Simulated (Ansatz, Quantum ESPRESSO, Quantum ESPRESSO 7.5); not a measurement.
## Band edges of Y2COS MXene, 1 layer under strain

Aim: band edges, gap and stiffness of Y2COS MXene, 1 layer under biaxial strain.

Method: plane-wave DFT, PBE, GBRV ultrasoft pseudopotentials (geometry by Ansatz 0.2.0 with PAW datasets; geometry under PBE), in Quantum ESPRESSO 7.5.

### 1. Set-up

The cell holds 5 atoms: 1 S, 2 Y, 1 C and 1 O. Its edges and angles: a = 3.478 Å, b = 3.478 Å, c = 20.897 Å, α = 90.0°, β = 90.0°, γ = 120.0°. It derives from Y2COS. Vacuum lies along c.

As a file:

```
CELL_PARAMETERS angstrom
3.47776 0.00000 0.00000
-1.73888 3.01183 0.00000
0.00000 0.00000 20.89722
ATOMIC_POSITIONS crystal
S 0.33333 0.66667 0.35890
Y 0.66667 0.33333 0.44952
C 0.00000 0.00000 0.51518
Y 0.33333 0.66667 0.58085
O 0.66667 0.33333 0.64110
```

### 2. Relaxation with Ansatz

A relaxation in Ansatz fixes the structure of this slab for the runs on it.

Contents of input.yaml:

```yaml
crystal:
  lattice:
    - [3.47776, 0.0, 0.0]
    - [-1.73888, 3.0118285083, 0.0]
    - [0.0, 0.0, 20.8972203095]
  atoms:
    - { symbol: S, position: [0.3333333333, 0.6666666667, 0.3588994081] }
    - { symbol: "Y", position: [0.6666666667, 0.3333333333, 0.4495177948] }
    - { symbol: C, position: [0.0, 0.0, 0.5151835351] }
    - { symbol: "Y", position: [0.3333333333, 0.6666666667, 0.5808492754] }
    - { symbol: O, position: [0.6666666667, 0.3333333333, 0.6411005919] }
kpoints:
  mp_grid: { grid: [12, 12, 1] }
hamiltonian:
  xc: pbe
scf:
  occupations: { method: fermi_dirac, width: 0.05 }
  convergence: { dr2_threshold: 1.0e-08 }
efield:
  axis: 3
  dipole_correction: true
  ramp_position: 0.97
  ramp_width: 0.04
relax:
  f_tol: 0.01
  cell: { fix: [c, alpha, beta] }
output:
  write_potential: true
  write_density: true
  volumetric_format: npy
```

On the command line:

```
> ansatz run input.yaml --threads 2 --pin off --max-ram 4096MiB --backend cpu --events-out ev --progress --plain --runs-dir out
```

Numbers of over 12 decimals in the logs are rounded to 6 here.

Log:

```text
Warning: relax.cell: scf.convergence.dr2_threshold = 1e-8 eV is looser than the 5e-10 eV advised for a relaxation that steers and ends on the stress (1e-10 eV for each atom of the cell: 5). What an SCF threshold leaves in a stress goes as its square root, and in the free energy as the threshold itself, and one threshold admits the most on a small cell: [figures from the program's tests cut] Set scf.convergence.dr2_threshold to 5e-10 eV or tighter. The threshold is an SCF's pass mark: one that does not reach it within its budget of iterations ends unconverged, or closes short of it on a stop that the run arms, and scf.convergence.dr2_threshold's page says what that costs each kind of run
Engine: ansatz 0.2.0, aarch64-unknown-linux-gnu
Pseudopotentials: kind: paw
Pseudopotential: S, paw, valence charge 6, recommended cutoff 420 eV (normal), S.paw.azcp
Pseudopotential: Y, paw, valence charge 11, recommended cutoff 420 eV (normal), Y.paw.azcp
Pseudopotential: C, paw, valence charge 4, recommended cutoff 420 eV (normal), C.paw.azcp
Pseudopotential: O, paw, valence charge 6, recommended cutoff 420 eV (normal), O.paw.azcp
Functional definition: PBE
  parameter kappa = 0.804
  parameter beta = 0.066725
  exchange = pbe_x(kappa = kappa, mu = beta*pi^2/3)
  correlation = pbe_c(beta = beta)
Crystal: 5 atoms, lattice volume = 218.886 Å³
Basis set: ecut = 420 eV, 4275 PW (Γ), exchange–correlation on 48×48×288 points (8 copies of the dense FFT grid, shifted against one another)
Bands: 24, of which v1, the nominal top of the filled ones, is band 19 counted from 1 (18 counted from 0)
Symmetry: 6 space group operations
Space group: P3m1 (ITA 156), of the structure as read, at distance tolerance 6.0e-5 Å
k-points: 19 of 144 (time reversal used)
Non-local potential: S, projectors of the file, l = 0: 2, l = 1: 2, l = 2: 2
Non-local potential: Y, projectors of the file, l = 0: 3, l = 1: 2, l = 2: 2, l = 3: 1
Non-local potential: C, projectors of the file, l = 0: 2, l = 1: 2, l = 2: 1
Non-local potential: O, projectors of the file, l = 0: 2, l = 1: 2, l = 2: 1
PAW form: soft (Blöchl's): semilocal exchange-correlation on the pseudo side does not see the compensation charge
PAW one-centre angular grid: S, 110 points (default); XC on 64 Gauss nodes
PAW one-centre angular grid: Y, 590 points (default); XC on 64 Gauss nodes
PAW one-centre angular grid: C, 110 points (default); XC on 64 Gauss nodes
PAW one-centre angular grid: O, 110 points (default); XC on 64 Gauss nodes
Initial density: superposition of atomic densities (neutral atoms: chi_scale 0, normalization atom), corrected by the library's trained network
Initial wavefunctions: pseudopotential atomic-orbital guess
Functional: x = pbe(κ = 0.804, μ = 0.219515), c = pbe(β = 0.066725)
SCF iter   1: F=—  HF=-9420.138402 eV  |F-HF|=—  |Δ(HF+E_count)|=         —  Δρ=2.32e-2  dr2=1.44e1  ethr=1.77e-3  p=-0.016 e·Å  D=-1.32e-2 V/Å  ΔV_dip=0.28 eV  dr2_dipole=5.52e0  V_vac-E_F(+/−)=7.99/7.71 eV  ⟨swp⟩=8.7  Hψ=2613  notcnv=0
efield: sawtooth ramp at fractional position 0.9700 (set: `efield.ramp_position`, or a place that a band, a saddle search or an elastic batch's reference lends), width 0.0400; the density the first Hamiltonian is built on has a dipole p = -0.016 e·Å; the dipole correction subtracts the counter field D = -1.32e-2 V/Å, which shifts the + side's vacuum level by +0.28 eV against the − side's; the planar-averaged density in the ramp window peaks in size at 2.1e-5 e/Å³
preconditioner: auto → LDOS  [metal: Δε(μ)=0.027 eV  Ē_g=13.697 eV  σ=0.050 eV  W_gap=0.13  n_scr=12 (ndim 8)  ℏωp=14.6 eV  f_vac=0.577  D(μ)=4.61/eV (n_scr^D=12)  β→1.0]
SCF iter   2: F=—  HF=-9419.861474 eV  |F-HF|=—  |Δ(HF+E_count)|=   2.77e-1  Δρ=1.46e-2  dr2=7.50e-1  ethr=1.77e-3  p=-0.050 e·Å  D=-4.15e-2 V/Å  ΔV_dip=0.87 eV  dr2_dipole=5.27e-2  V_vac-E_F(+/−)=8.30/7.43 eV  ⟨swp⟩=3.1  Hψ=934  notcnv=0
SCF iter   3: F=—  HF=-9419.768885 eV  |F-HF|=—  |Δ(HF+E_count)|=   9.26e-2  Δρ=5.80e-3  dr2=1.55e-1  ethr=1.77e-3  p=-0.058 e·Å  D=-4.81e-2 V/Å  ΔV_dip=1.00 eV  dr2_dipole=5.52e-2  V_vac-E_F(+/−)=8.27/7.26 eV  ⟨swp⟩=1.4  Hψ=473  notcnv=0
SCF iter   4: F=—  HF=-9419.754006 eV  |F-HF|=—  |Δ(HF+E_count)|=   1.49e-2  Δρ=1.39e-3  dr2=9.99e-3  ethr=4.09e-4  p=-0.075 e·Å  D=-6.18e-2 V/Å  ΔV_dip=1.29 eV  dr2_dipole=2.20e-3  V_vac-E_F(+/−)=8.34/7.05 eV  ⟨swp⟩=2.0  Hψ=789  notcnv=0
SCF iter   5: F=—  HF=-9419.751808 eV  |F-HF|=—  |Δ(HF+E_count)|=   2.20e-3  Δρ=4.83e-4  dr2=1.07e-3  ethr=2.63e-5  p=-0.081 e·Å  D=-6.70e-2 V/Å  ΔV_dip=1.40 eV  dr2_dipole=1.48e-5  V_vac-E_F(+/−)=8.35/6.95 eV  ⟨swp⟩=2.0  Hψ=677  notcnv=0
SCF iter   6: F=—  HF=-9419.751833 eV  |F-HF|=—  |Δ(HF+E_count)|=   2.47e-5  Δρ=2.12e-4  dr2=1.92e-4  ethr=2.81e-6  p=-0.082 e·Å  D=-6.79e-2 V/Å  ΔV_dip=1.42 eV  dr2_dipole=6.45e-7  V_vac-E_F(+/−)=8.35/6.93 eV  ⟨swp⟩=2.1  Hψ=610  notcnv=0
SCF iter   7: F=—  HF=-9419.751848 eV  |F-HF|=—  |Δ(HF+E_count)|=   1.51e-5  Δρ=4.79e-5  dr2=1.34e-5  ethr=5.06e-7  p=-0.083 e·Å  D=-6.88e-2 V/Å  ΔV_dip=1.44 eV  dr2_dipole=1.26e-7  V_vac-E_F(+/−)=8.35/6.91 eV  ⟨swp⟩=2.0  Hψ=646  notcnv=0
SCF iter   8: F=—  HF=-9419.751818 eV  |F-HF|=—  |Δ(HF+E_count)|=   2.96e-5  Δρ=1.85e-5  dr2=1.64e-6  ethr=3.53e-8  p=-0.083 e·Å  D=-6.89e-2 V/Å  ΔV_dip=1.44 eV  dr2_dipole=2.90e-7  V_vac-E_F(+/−)=8.35/6.91 eV  ⟨swp⟩=2.4  Hψ=757  notcnv=0
SCF iter   9: F=—  HF=-9419.751942 eV  |F-HF|=—  |Δ(HF+E_count)|=   1.24e-4  Δρ=8.96e-6  dr2=5.63e-7  ethr=4.31e-9  p=-0.083 e·Å  D=-6.89e-2 V/Å  ΔV_dip=1.44 eV  dr2_dipole=4.52e-8  V_vac-E_F(+/−)=8.35/6.91 eV  ⟨swp⟩=1.5  Hψ=590  notcnv=0
SCF iter  10: F=—  HF=-9419.751942 eV  |F-HF|=—  |Δ(HF+E_count)|=   8.85e-8  Δρ=3.19e-6  dr2=5.79e-8  ethr=1.48e-9  p=-0.083 e·Å  D=-6.89e-2 V/Å  ΔV_dip=1.44 eV  dr2_dipole=4.79e-10  V_vac-E_F(+/−)=8.35/6.91 eV  ⟨swp⟩=1.1  Hψ=463  notcnv=0
SCF iter  11: F=-9419.751942 eV  HF=-9419.751942 eV  |F-HF|=6.85e-9  |Δ(HF+E_count)|=   6.02e-8  Δρ=8.64e-7  dr2=6.12e-9  ethr=2.63e-11  p=-0.083 e·Å  D=-6.89e-2 V/Å  ΔV_dip=1.44 eV  dr2_dipole=4.31e-10  V_vac-E_F(+/−)=8.35/6.91 eV  ⟨swp⟩=9.9  Hψ=3282  notcnv=0
SCF 1 converged in 11 iterations: F = -9419.751942 eV  dr2 = 6.12e-9
  greatest PAW one-centre occupation: 0.993 electrons in one spin orbital (limit 2), on the Y atom at site 3 (counted from 0), in its partial waves of l = 0
[...]
relax step   6: F+E_penalty+E_count = -9421.41736555 eV  Δ(F+E_penalty+E_count) = -1.659e-3 eV  max|allowed force component| = 2.072e-2 eV/Å  Δτ_max = 0.0160 Å  P = -0.053 GPa  Ω = 238.434 Å³  energy of the carried Pulay correction = -8.912e-3 eV  fix = [c, alpha, beta]  reactions: c -0.085 GPa  (9 SCF iters, accepted)
relax step   7: F+E_penalty+E_count = -9421.41749695 eV  Δ(F+E_penalty+E_count) = -1.314e-4 eV  max|allowed force component| = 4.930e-3 eV/Å  Δτ_max = 0.0021 Å  P = -0.016 GPa  Ω = 238.281 Å³  energy of the carried Pulay correction = -8.846e-3 eV  fix = [c, alpha, beta]  reactions: c -0.050 GPa  (7 SCF iters, accepted)
relax step   8: F+E_penalty+E_count = -9421.43264913 eV  Δ(F+E_penalty+E_count) = -1.515e-2 eV  max|allowed force component| = 4.180e-3 eV/Å  Δτ_max = 0.0000 Å  P = +0.078 GPa  Ω = 238.281 Å³  fix = [c, alpha, beta]  reactions: c +0.001 GPa  stress off target by 1.16e-1 GPa on what of the cell is left free  SCF on the basis re-selected at this cell (its energy is not comparable with the rows above)  (6 SCF iters)
relax step   9: F+E_penalty+E_count = -9421.43249041 eV  Δ(F+E_penalty+E_count) = +1.587e-4 eV  max|allowed force component| = 1.185e-2 eV/Å  Δτ_max = 0.0101 Å  P = +0.015 GPa  Ω = 239.238 Å³  energy of the carried Pulay correction = -4.140e-4 eV  fix = [c, alpha, beta]  reactions: c +0.038 GPa  (8 SCF iters, accepted)
relax step  10: F+E_penalty+E_count = -9421.43259140 eV  Δ(F+E_penalty+E_count) = -1.010e-4 eV  max|allowed force component| = 4.611e-4 eV/Å  Δτ_max = 0.0039 Å  P = +0.001 GPa  Ω = 239.105 Å³  energy of the carried Pulay correction = -3.554e-4 eV  fix = [c, alpha, beta]  reactions: c +0.002 GPa  (8 SCF iters, accepted)
iter 1 solved again at ethr=3.40e-7 eV; its pass at ethr=3.10e-3 eV (dr2=1.29e-4 eV) is discarded
SCF iter   1: F=—  HF=-9421.432655 eV  |F-HF|=—  |Δ(HF+E_count)|=         —  Δρ=1.50e-5  dr2=4.36e-8  ethr=3.40e-7  p=0.105 e·Å  D=7.93e-2 V/Å  ΔV_dip=-1.66 eV  dr2_dipole=2.46e-9  V_vac-E_F(+/−)=5.12/6.78 eV  ⟨swp⟩=4.0  Hψ=3704  notcnv=0
efield: sawtooth ramp at fractional position 0.9700 (set: `efield.ramp_position`, or a place that a band, a saddle search or an elastic batch's reference lends), width 0.0400; the density the first Hamiltonian is built on has a dipole p = 0.105 e·Å; the dipole correction subtracts the counter field D = 7.93e-2 V/Å, which shifts the + side's vacuum level by -1.66 eV against the − side's; the planar-averaged density in the ramp window peaks in size at 1.4e-6 e/Å³
eigensolver tolerance schedule: the retry pair's looser diagonalisation over-reported the residual by 2957.28 of it (diagonalisation noise at 0.48 of the residual, at the tolerance the schedule requests for it); recorded, not acted on — ethr = c·dr2/N_el stays at c = 1.0e-1
preconditioner: auto → LDOS  [metal: Δε(μ)=0.007 eV  Ē_g=13.900 eV  σ=0.050 eV  W_gap=0.04  n_scr=18 (ndim 8)  ℏωp=14.0 eV  f_vac=0.589  D(μ)=4.86/eV (n_scr^D=12)  β→1.0]
SCF iter   2: F=—  HF=-9421.432908 eV  |F-HF|=—  |Δ(HF+E_count)|=   2.54e-4  Δρ=2.77e-6  dr2=1.21e-8  ethr=1.15e-10  p=0.105 e·Å  D=7.93e-2 V/Å  ΔV_dip=-1.66 eV  dr2_dipole=3.66e-10  V_vac-E_F(+/−)=5.12/6.78 eV  ⟨swp⟩=3.5  Hψ=1186  notcnv=0
SCF iter   3: F=-9421.432908 eV  HF=-9421.432908 eV  |F-HF|=3.05e-7  |Δ(HF+E_count)|=   3.00e-7  Δρ=1.07e-6  dr2=2.77e-9  ethr=2.63e-11  p=0.105 e·Å  D=7.93e-2 V/Å  ΔV_dip=-1.66 eV  dr2_dipole=8.64e-11  V_vac-E_F(+/−)=5.12/6.78 eV  ⟨swp⟩=13.4  Hψ=3575  notcnv=0
SCF 11 converged in 3 iterations: F = -9421.432908 eV  dr2 = 2.77e-9
relax step  11: F+E_penalty+E_count = -9421.43290831 eV  Δ(F+E_penalty+E_count) = -3.169e-4 eV  max|allowed force component| = 4.670e-4 eV/Å  Δτ_max = 0.0000 Å  P = +0.002 GPa  Ω = 239.105 Å³  fix = [c, alpha, beta]  reactions: c +0.002 GPa  stress off target by 1.46e-3 GPa on what of the cell is left free  SCF on the basis re-selected at this cell (its energy is not comparable with the rows above)  (3 SCF iters)
basis re-selected at this cell: Δ(F+E_penalty+E_count) = -3.169e-4 eV, ΔP = +0.001 GPa vs the last step (what re-selecting the basis moved, of the pressure what is left beyond the Pulay correction that the steps carried, after the strain that the cell walked since its last selection, with what the two solves' SCF thresholds leave and, on support functions, any second-order correction that the steps lacked; it is no m [...]
WARN: The output density's exchange-correlation potential varies sharply where the density is thin. Do not read a vacuum level from v_tot or v_xc, or from such a field of the output density. On a cell that repeats whose density bears no net charge and no dipole along the vacuum's axis use v_es (v_loc + v_h of the components); under efield.dipole_correction with no amplitude use v_es + v_field, which holds any externa [...]
SCF converged after 3 iterations
Free energy (F): -9421.432908 eV
Harris-Foulkes:  -9421.432908 eV  (|F-HF|=3.05e-7)
Internal energy: -9421.394474 eV  (E = F + TS)
E sigma→0 (E₀):  -9421.413691 eV
Entropy (-TS):   -0.038434 eV (-7.687 meV/atom)
Fermi energy:    -0.649693 eV
Dipole field:    D = 0.079309 V/Å  (p = 0.104797 e·Å, saw-weighted, corrected)
Work function:   Φ+ = 5.1226 eV   Φ− = 6.7799 eV
Levels:          The Fermi level and band energies are counted from a zero that moves with the ramp; work functions are not
--- Per-component energies (eV) ---
  E_band       = -537.662254
  E_kinetic    = 976.741796
  E_local      = -19284.667796  (includes V_loc(G=0)·N_el)
  E_nonlocal   = 203.107900
  E_hartree    = 9180.170386
  E_xc         = -566.063955
  E_vxc        = -639.680169  (∫ρ·V_xc dr)
  E_paw        = -6507.000584  (= ΣΔE_a)
  E_vpaw       = -152.130030  (= ΣTr[D̂ρ^β])
  E_aug_tail   = 0.002435  (compensation charges beyond the density's cutoff)
  E_efield     = 0.004156  (sawtooth field / dipole correction)
  E_vefield    = -1.374656  (∫n·V_field dr)
  E_ewald      = 6576.311188
  E_smearing   = -0.038434  (= −TS)
  E_closure    = 0.000000  (closes the sum)
  Σ components = -9421.432908   (vs F -9421.432908, Δ=0.00e0)
--- Forces (eV/Å), atoms counted from 1 ---
  atom   1  S      0.00000000     0.00000000    -0.00046575
  atom   2  Y     -0.00000000    -0.00000000    -0.00015157
  atom   3  C      0.00000000    -0.00000000    -0.00011987
  atom   4  Y     -0.00000000    -0.00000000     0.00041610
  atom   5  O     -0.00000000     0.00000000     0.00032722
  max |Σ_I F_I| component: 6.12e-6 eV/Å
--- Stress (GPa, compression-positive) ---
        0.001463      -0.000000       0.000000
       -0.000000       0.001463       0.000000
        0.000000       0.000000       0.001686
  P = ⅓ Tr σ = 0.0015 GPa (0.015 kbar)
--- Band table (eV; the first three rows and the last of 19) ---
  k-point 0: bands = [... 15 lower, -1.4604, -1.4604, -0.6888, 0.2537, 0.2537, 3.1682, 3.3925, 3.4908, ... 1 higher]
  k-point 1: bands = [... 15 lower, -1.6878, -1.4435, -0.5024, -0.0993, 0.1334, 3.1685, 3.3809, 3.5485, ... 1 higher]
  k-point 2: bands = [... 15 lower, -1.9535, -1.4159, -0.9158, -0.2926, -0.1209, 2.8622, 3.6037, 3.7420, ... 1 higher]
  k-point 18: bands = [... 15 lower, -2.3839, -2.0798, -1.7646, -1.3375, -0.9710, 3.1958, 4.1516, 4.3070, ... 1 higher]
--- Relaxed structure (9 steps of the walk, 9 accepted, 2 SCFs on fresh bases) ---
  F+E_penalty+E_count = -9421.43290831 eV   max|allowed force component| = 4.670e-4 eV/Å   (the final SCF, on the basis selected at the relaxed cell)
  cell:  # Å, volume = 239.1045 Å³
    - [3.634832, 0, 0]
    - [-1.817416, 3.147857, 0]
    - [0, 0, 20.8972203095]
  atoms:
    - { symbol: S, position: [0.333333, 0.666667, 0.366743] }
    - { symbol: Y, position: [0.666667, 0.333333, 0.444291] }
    - { symbol: C, position: [0, 0, 0.510111] }
    - { symbol: Y, position: [0.333333, 0.666667, 0.595982] }
    - { symbol: O, position: [0.666667, 0.333333, 0.628423] }
```

Wall time 46 s (2 threads of Arm Neoverse V2, shared host); peak memory 0.49 GiB; 90 s of CPU time.

Step by step:

```
step  energy less that of the first step (eV)  largest force component (eV/Å)  pressure (GPa)  volume (Å³)
   1                                   0.0000                          5.5117            2.06       218.89
   2                                  -1.2298                          2.6183            1.27       221.78
   3                                  -1.6200                          0.5353            1.43       231.26
   4                                  -1.6612                          0.2489            0.08       237.67
   5                                  -1.6638                          0.1492            0.08       237.72
   6                                  -1.6654                          0.0207           -0.05       238.43
   7                                  -1.6656                          0.0049           -0.02       238.28
  8*                                  -1.6807                          0.0042            0.08       238.28
   9                                  -1.6805                          0.0119            0.02       239.24
  10                                  -1.6806                          0.0005            0.00       239.10
 11*                                  -1.6810                          0.0005            0.00       239.10
```

Relaxation steps marked * repeat the geometry before them on a plane-wave basis chosen anew for their cell, so energy and pressure can jump there.

Forces are held to the 6 operations that the run works with; a distortion that breaks them can't arise in this run.

```
cell as run  before  after  change
      a (Å)   3.478  3.635  +4.5 %
      b (Å)   3.478  3.635  +4.5 %
```

The atoms that moved most (Å, along periodic axes as changes of fractional coordinates times the final cell, across vacuum about the mean position):

```
atom     dx     dy      dz  length
  Y4  0.000  0.000   0.316   0.316
  O5  0.000  0.000  -0.265   0.265
  S1  0.000  0.000   0.164   0.164
  Y2  0.000  0.000  -0.109   0.109
  C3  0.000  0.000  -0.106   0.106
```

The relaxed structure:

```xyz
5
Lattice="3.6348 0.0000 0.0000 -1.8174 3.1479 0.0000 0.0000 0.0000 20.8972" Properties=species:S:1:pos:R:3
S     0.0000    2.0986    7.6639
Y     1.8174    1.0493    9.2845
C     0.0000    0.0000   10.6599
Y     0.0000    2.0986   12.4544
O     1.8174    1.0493   13.1323
```

Read from the output:

* free energy: -9421.4329 eV
* energy at zero smearing: -9421.4137 eV
* smearing term TS: 0.03843 eV
* Fermi energy: -0.6497 eV
* symmetry operations: 6
* work function of the upper face: 5.123 eV
* work function of the lower face: 6.780 eV
* dipole along the normal: 0.1048 e·Å

[end of part 1 of 2]

[Logs are printed without paths, hosts, clocks, repeated set-up lines and the standing remarks that a program may print on its own settings, such as how far it seeks lower states.]

[Hosts, paths, dates, database ids (printed as entryN), source tags and the programs' standing remarks are cut or masked in the printed files.]

[Maps of the electrostatic potential energy from Ansatz leave out the sawtooth potential of an applied field or a dipole correction, so their vacuum need not be flat; planar profiles and work functions include it.]
